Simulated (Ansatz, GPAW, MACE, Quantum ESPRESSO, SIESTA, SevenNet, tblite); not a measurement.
## Codes compared on random packing of 77WO3-23Li2O (mol %) (98 atoms)

Wanted: errors and costs of other methods on random packing of 77WO3-23Li2O (mol %) (98 atoms). A plane-wave run serves as the reference.

Main program and level: Ansatz 0.2.0; Kohn-Sham DFT, PBE, PAW, plane waves.

### 1. Set-up

The cell holds 98 atoms: 20 W, 66 O and 12 Li. Cell: a = 10.952 Å, b = 10.952 Å, c = 10.952 Å, α = 90.0°, β = 90.0°, γ = 90.0°. 98 atoms (20 W, 66 O, 12 Li) packed at random in a cube at 6.09 g/cm³ and pushed apart as soft spheres, cations and anions kept from their own kind; a start for melting by ab initio MD, not an equilibrated structure. Then every atom was moved at random, 0.05 Å r.m.s. a Cartesian component.

### 2. The reference run

The PAW files are the set soft_2.

input.yaml reads:

```yaml
crystal:
  lattice:
    - [10.9518, 0.0, 0.0]
    - [0.0, 10.9518, 0.0]
    - [0.0, 0.0, 10.9518]
  atoms:
    - { symbol: W, position: [0.6003, 0.063, 0.82515] }
    - { symbol: W, position: [0.04928, 0.80522, 0.74619] }
    - { symbol: W, position: [0.39799, 0.43881, 0.58819] }
    - { symbol: W, position: [0.24423, 0.22059, 0.0662] }
    [... 88 atom lines left out ...]
    - { symbol: Li, position: [0.06628, 0.66627, 0.32612] }
    - { symbol: Li, position: [0.11706, 0.85196, 0.07605] }
    - { symbol: Li, position: [0.41244, 0.45741, 0.19125] }
    - { symbol: Li, position: [0.42864, 0.08441, 0.51642] }
    - { symbol: Li, position: [0.94456, 0.43576, 0.17014] }
    - { symbol: Li, position: [0.13602, 0.06531, 0.64667] }
kpoints:
  mp_grid: { grid: [1, 1, 1] }
hamiltonian:
  xc: pbe
scf:
  occupations: { method: fermi_dirac, width: 0.05 }
output:
  forces: true
  eigenvalues: true
  populations: true
  stress: true
```

Launch:

```bash
$ ansatz run input.yaml --threads 4 --pin off --max-ram 8192MiB --backend cpu --events-out ev --progress --plain --runs-dir out
```

The program printed:

```text
[...]
Pseudopotentials: kind: paw
Pseudopotential: W, paw, valence charge 14, recommended cutoff 420 eV (normal), W.paw.azcp
Pseudopotential: O, paw, valence charge 6, recommended cutoff 420 eV (normal), O.paw.azcp
Pseudopotential: Li, paw, valence charge 3, recommended cutoff 420 eV (normal), Li.paw.azcp
[... 5 lines on functional and potentials left out ...]
Crystal: 98 atoms, lattice volume = 1313.580 Å³
Basis set: ecut = 420 eV, 25677 PW (Γ), exchange–correlation on 150×150×150 points (8 copies of the dense FFT grid, shifted against one another)
Bands: 454, of which v1, the nominal top of the filled ones, is band 356 counted from 1 (355 counted from 0)
Symmetry: 1 space group operations
Space group: P1 (ITA 1), of the structure as read, at distance tolerance 1.1e-4 Å
k-points: 1
[... 7 lines on functional and potentials left out ...]
Initial density: superposition of atomic densities (neutral atoms: chi_scale 0, normalization atom), corrected by the library's trained network
Initial wavefunctions: pseudopotential atomic-orbital guess
[...]
SCF iter   1: F=—  HF=-247413.462676 eV  |F-HF|=—  |Δ(HF+E_count)|=         —  Δρ=2.49e-2  dr2=2.21e1  ethr=1.77e-3  ⟨swp⟩=5.0  Hψ=1566  notcnv=0  defer=22
preconditioner: auto → LDOS  [metal: Δε(μ)=0.022 eV  Ē_g=7.624 eV  σ=0.050 eV  W_gap=0.11  n_scr=340 (ndim 8)  ℏωp=23.5 eV  f_vac=0.042  D(μ)=97.43/eV (n_scr^D=1044)  β→1.0]
[...]
SCF iter  12: F=—  HF=-247412.753920 eV  |F-HF|=—  |Δ(HF+E_count)|=   2.12e-8  Δρ=4.34e-6  dr2=2.68e-7  ethr=2.03e-10  ⟨swp⟩=1.0  Hψ=421  notcnv=0  defer=33
SCF iter  13: F=-247412.753920 eV  HF=-247412.753920 eV  |F-HF|=5.18e-8  |Δ(HF+E_count)|=   1.59e-8  Δρ=2.16e-6  dr2=6.64e-8  ethr=1.40e-11  ⟨swp⟩=8.0  Hψ=1364  notcnv=0
SCF 1 converged in 13 iterations: F = -247412.753920 eV  dr2 = 6.64e-8
[...]
SCF converged after 13 iterations
Free energy (F): -247412.753920 eV
Harris-Foulkes:  -247412.753920 eV  (|F-HF|=5.18e-8)
Internal energy: -247411.895781 eV  (E = F + TS)
E sigma→0 (E₀):  -247412.324851 eV
Entropy (-TS):   -0.858139 eV (-8.757 meV/atom)
Fermi energy:    6.218236 eV
--- Per-component energies (eV) ---
[...]
Σ components = -247412.753920   (vs F -247412.753920, Δ=0.00e0)
--- Forces (eV/Å), atoms counted from 1 ---
  atom   1  W      4.21505682     0.01224365    -0.43452813
  atom   2  W     -2.66904466    -0.58809380    -1.66695957
  atom   3  W      1.83048363    -1.39256740    -4.00214857
  atom   4  W     -1.73619700    -0.19737565    -1.09607671
[...]
atom  98  Li     0.04647527     0.09955308     0.30529781
  max |Σ_I F_I| component: 7.16e-5 eV/Å
--- Stress (GPa, compression-positive) ---
      -26.384150       2.636893      -1.068328
        2.636895     -28.878633       2.420395
       -1.068329       2.420395     -28.300874
  P = ⅓ Tr σ = -27.8546 GPa (-278.546 kbar)
--- Band table (eV) ---
  k-point 0: bands = ["-69.9097", "-69.8669", "-69.6345", "-69.6273", [... 438 levels ...], "9.0839", "9.1205", "9.1711", "9.2642", "9.3668", "9.3915", "9.4391", "9.5281", "9.5907", "9.6113", "9.6856", "9.8363"]
--- Löwdin populations: 98 sites ---
  site symbol       q [e]
     0      W     12.4366
     1      W     12.5563
     2      W     12.5653
[...]
97     Li      2.3010
  spilling = 0.005137 (of n_electrons = 712.000000)
```

It took 34 s on 4 threads of Arm Neoverse V1, shared host; peak memory 1.9 GiB.

Reading the cycles: dr2 is the Hartree energy of the density residual (eV), the measure of convergence; HF is the Harris–Foulkes estimate of the energy, which meets the free energy F at convergence.

The run gave:

| Property | Result |
| --- | --- |
| free energy | -247412.7539 eV |
| free energy per atom | -2524.6199 eV/atom |
| SCF cycles | 13 |
| pressure | -27.85 GPa |
| r.m.s. force component | 2.007 eV/Å |
| longest force | 6.409 eV/Å |
| Fermi energy | 6.218 eV |
| levels partly filled by over 2 per cent | 21 |
| spilling of the projection | 0.005137 |

Length of the force by element:

| element | coordination | atoms | mean length of the force (eV/Å) | spread | least | most |
| --- | --- | --- | --- | --- | --- | --- |
| Li | all | 12 | 1.09 | 0.445 | 0.318 | 1.77 |
| O | all | 66 | 3.35 | 1.47 | 0.329 | 6.41 |
| W | all | 20 | 3.45 | 1.49 | 0.602 | 5.93 |

Löwdin charges by element (they lack the spilled electrons, 0.037 e an atom on average):

| element | coordination | atoms | mean charge (e) | spread | least | most |
| --- | --- | --- | --- | --- | --- | --- |
| Li | all | 12 | 0.690 | 0.0328 | 0.627 | 0.741 |
| O | all | 66 | -0.465 | 0.103 | -0.699 | -0.280 |
| W | all | 20 | 1.30 | 0.177 | 0.930 | 1.68 |

The levels nearest the highest filled one (over half full), pooled over k-points and spins:

| level less the highest filled one (eV) | occupation |
| --- | --- |
| -0.0962 | 1.80 |
| -0.066 | 1.67 |
| -0.0606 | 1.63 |
| -0.0272 | 1.39 |
| -0.0206 | 1.33 |
| 0 | 1.14 |
| 0.0324 | 0.821 |
| 0.0561 | 0.604 |
| 0.0691 | 0.501 |
| 0.0827 | 0.406 |
| 0.102 | 0.297 |
| 0.109 | 0.264 |

The run ends at a pressure of -27.85 GPa, with forces up to 6.4 eV/Å.

### 3. Structure statistics

Density 6.09 g/cm³, 13.40 Å³ an atom.

Pair distribution functions g(r), in bins of 0.2 Å:

| r (Å) | total | O-O | O-W | O-Li | W-W | W-Li | Li-Li |
| --- | --- | --- | --- | --- | --- | --- | --- |
| 1.70 | 0.03 | 0.00 | 0.00 | 0.21 | 0.00 | 0.00 | 0.00 |
| 1.90 | 0.55 | 0.00 | 0.00 | 3.30 | 0.00 | 0.00 | 0.00 |
| 2.10 | 0.95 | 0.77 | 1.38 | 1.36 | 0.00 | 0.00 | 0.00 |
| 2.30 | 2.00 | 1.75 | 3.82 | 1.00 | 0.00 | 0.00 | 0.00 |
| 2.50 | 1.12 | 1.26 | 1.29 | 1.08 | 0.39 | 0.00 | 0.00 |
| 2.70 | 1.48 | 1.36 | 1.29 | 1.64 | 2.17 | 2.38 | 2.03 |
| 2.90 | 1.11 | 1.19 | 0.95 | 0.80 | 1.56 | 2.08 | 0.88 |
| 3.10 | 0.93 | 0.94 | 1.00 | 0.88 | 0.52 | 0.87 | 1.47 |
| 3.30 | 0.81 | 0.72 | 0.84 | 0.97 | 0.98 | 0.60 | 1.33 |
| 3.50 | 0.95 | 0.94 | 0.84 | 1.02 | 1.06 | 1.05 | 1.80 |
| 3.70 | 0.94 | 0.99 | 1.01 | 0.48 | 0.76 | 1.58 | 1.57 |
| 3.90 | 0.91 | 0.98 | 0.80 | 0.71 | 1.56 | 0.85 | 1.41 |
| 4.10 | 0.96 | 1.04 | 0.61 | 1.42 | 0.61 | 0.90 | 1.28 |
| 4.30 | 0.95 | 0.88 | 1.14 | 1.03 | 0.87 | 0.59 | 0.00 |
| 4.50 | 0.97 | 1.07 | 0.90 | 0.94 | 0.64 | 0.76 | 1.10 |
| 4.70 | 1.15 | 1.05 | 1.20 | 1.25 | 1.42 | 1.08 | 0.99 |
| 4.90 | 1.13 | 1.14 | 1.08 | 1.12 | 1.53 | 1.37 | 0.00 |
| 5.10 | 1.04 | 1.04 | 1.09 | 0.84 | 1.32 | 1.01 | 1.40 |
| 5.30 | 1.01 | 0.98 | 1.04 | 0.99 | 1.11 | 1.16 | 0.80 |

Bonds by pair of elements; cutoffs follow the first minimum of g(r), held within bounds set by covalent radii, and pairs that aren't listed don't count as bonded:

| pair A-B | cutoff (Å) | bonds | mean length (Å) | spread (Å) | shortest (Å) | B about A | A about B |
| --- | --- | --- | --- | --- | --- | --- | --- |
| O-W | 2.67 | 92 | 2.32 | 0.143 | 2.03 | 1.39 | 4.6 |
| O-Li | 2.27 | 31 | 1.99 | 0.132 | 1.79 | 0.47 | 2.58 |

The cutoff for O-Li falls short of the minimum of g(r), so counts run low and odd coordinations can be artefacts.

How many atoms have how many bonded neighbours:

| element | mean | 0 | 1 | 2 | 3 | 4 | 5 | 6 | 7 |
| --- | --- | --- | --- | --- | --- | --- | --- | --- | --- |
| Li | 2.58 | 1 | 2 | 1 | 6 | 1 | 1 | 0 | 0 |
| O | 1.86 | 4 | 20 | 26 | 13 | 3 | 0 | 0 | 0 |
| W | 4.6 | 0 | 0 | 0 | 3 | 6 | 8 | 2 | 1 |

### 4. The other programs

The programs:
- GPAW 26.7.0: PAW with atomic orbitals (LCAO), plane waves or a real-space grid of spacing h.
- MACE: machine-learned potential, published weights.
- SevenNet: machine-learned potential, published weights.
- tblite 0.8.0: extended tight binding, driven from Python.

All use the same cell and atoms; the electronic-structure runs use the same k-mesh, and an electronic temperature of 580 K (0.05 eV) where levels are smeared.

Differences are against the plane-wave reference, forces as r.m.s. over components; share is that over the reference's r.m.s. force, slope the least-squares factor from reference forces to these. Total energies of different programs have different zeros and aren't compared.

| run | Δ force, r.m.s. (meV/Å) | share (%) | slope | Δ pressure (GPa) | cores | CPU time | memory (GiB) |
| --- | --- | --- | --- | --- | --- | --- | --- |
| reference | - | - | - | - | 4 | 2 min | 1.9 |
| GPAW PBE, LCAO dzp, h 0.18 Å | 153 | 7.61 | 0.953 | - | 2 | 22 min | 2.3 |
| MACE MP-0b3 medium potential | 851 | 42.4 | 0.858 | 11.2 | 1 | 9.9 s | 1.1 |
| MACE MPA-0 medium potential | 890 | 44.4 | 0.773 | 10.1 | 1 | 9.9 s | 1.1 |
| SevenNet 0 potential | 766 | 38.2 | 0.892 | 7.24 | 1 | 9.3 s | 1.0 |
| tblite GFN1-xTB | 612 | 30.5 | 0.931 | 8.19 | 1 | 7.5 s | 0.13 |

Times of the machine-learned potentials are mostly Python's start and the loading of weights.

CPU time is summed over cores on a shared host, where runs went side by side, so it is rough. Symmetry, cutoffs, thresholds, outputs and thread counts weren't matched or tuned between programs; memory under MPI is the largest rank's times the ranks.

Runs without a result: QE PBE, sssp-1.3.0-efficiency, 60/480 Ry (cut off at its time limit of 27 min, the SCF not settling); SIESTA PBE, SZP, shift 0.01 Ry, mesh 500 Ry (cut off at its time limit of 3.5 min); GPAW PBE, LCAO sz(dzp), h 0.18 Å (cut off at its time limit of 5.8 min).

A second geometry, displaced anew (every atom was moved at random, 0.08 Å r.m.s. a Cartesian component), gives an energy difference that all programs can be tested on. The reference puts it at 13.21 meV/atom.

| run | energy less the first geometry's (meV/atom) | error (meV/atom) | force share at the second geometry (%) |
| --- | --- | --- | --- |
| tblite GFN1-xTB | 22.66 | 9.44 | 39.3 |
| MACE MPA-0 medium potential | 35.36 | 22.2 | 41.1 |
| GPAW PBE, LCAO dzp, h 0.18 Å | 16.96 | 3.75 | 8.61 |
| MACE MP-0b3 medium potential | 22.34 | 9.13 | 38.8 |
| SevenNet 0 potential | 37.61 | 24.4 | 35.9 |

### 5. Results

```json
{"reference r.m.s. force component": "2.01 eV/Å", "nearest in forces": "GPAW PBE, LCAO dzp, h 0.18 Å, 7.6 %", "farthest in forces": "MACE MPA-0 medium potential, 44 %", "cheapest electronic-structure run beside the reference": "tblite GFN1-xTB, 7.5 s of CPU time"}
```

In words: The PBE run in local orbitals differs by 7.6 % (GPAW PBE, LCAO dzp, h 0.18 Å); basis, grid and potentials can all enter. Tight binding differs by 30 % (tblite GFN1-xTB); it is another model, with fitted parameters of its own, and the xTB methods hold dispersion. Machine-learned potentials differ by 38 % (SevenNet 0 potential) to 44 % (MACE MPA-0 medium potential); they were trained on other programs' data, the PBE(+U) sets with a Hubbard term on some transition metals in oxides and fluorides. Among those trained on PBE data the slope goes as low as 0.77, with a correlation of 0.90, so directions differ as well as sizes. One electronic-structure run takes under half the reference's CPU time: tblite GFN1-xTB, at 30 % in 7.5 s against 2 min; its pressure misses by +8.2 GPa. The energy difference between the two geometries, 13.2 meV/atom in the reference, is met best by GPAW PBE, LCAO dzp, h 0.18 Å (+3.75) and worst by SevenNet 0 potential (+24.4). In the reference: 21 levels are partly filled, by over 2 % (at Γ alone): at this level the cell shows no clear gap. Levels of broken or missing bonds inside a gap of the host would look the same. In the reference: mean Löwdin charges: Li +0.69, O -0.47, W +1.30 e (they miss 0.51 % of the electrons, so they add up to more than the cell's charge). Periodic xTB results under one method name differ between programs and library versions. The potentials hold different valence shells: 712 electrons in the reference, 688 in GPAW; this bears on time and differences. Machine-learned potentials mimic data converged in k, so the reference's own k-point error enters their differences. The reference's pressure of -28 GPa says that the cell would shrink at this level of theory. The runs have no spin polarisation, so moments on W can't form, and no Hubbard term. The electronic-structure runs sample only Γ, in a cell whose shortest periodic width is 11 Å, which is coarse for a cell with partly filled levels. Spin–orbit coupling is left out, which matters for the levels of the heavy elements.

[Also dropped from logs without a mark: logging warnings of Python, and SIESTA's first energy breakdown and zero terms.]

[Logs are printed without paths, hosts, clocks, repeated set-up lines and the standing remarks that a program may print on its own settings, such as how far it seeks lower states.]

[Hosts, paths, dates, database ids (printed as entryN), source tags and the programs' standing remarks are cut or masked in the printed files.]
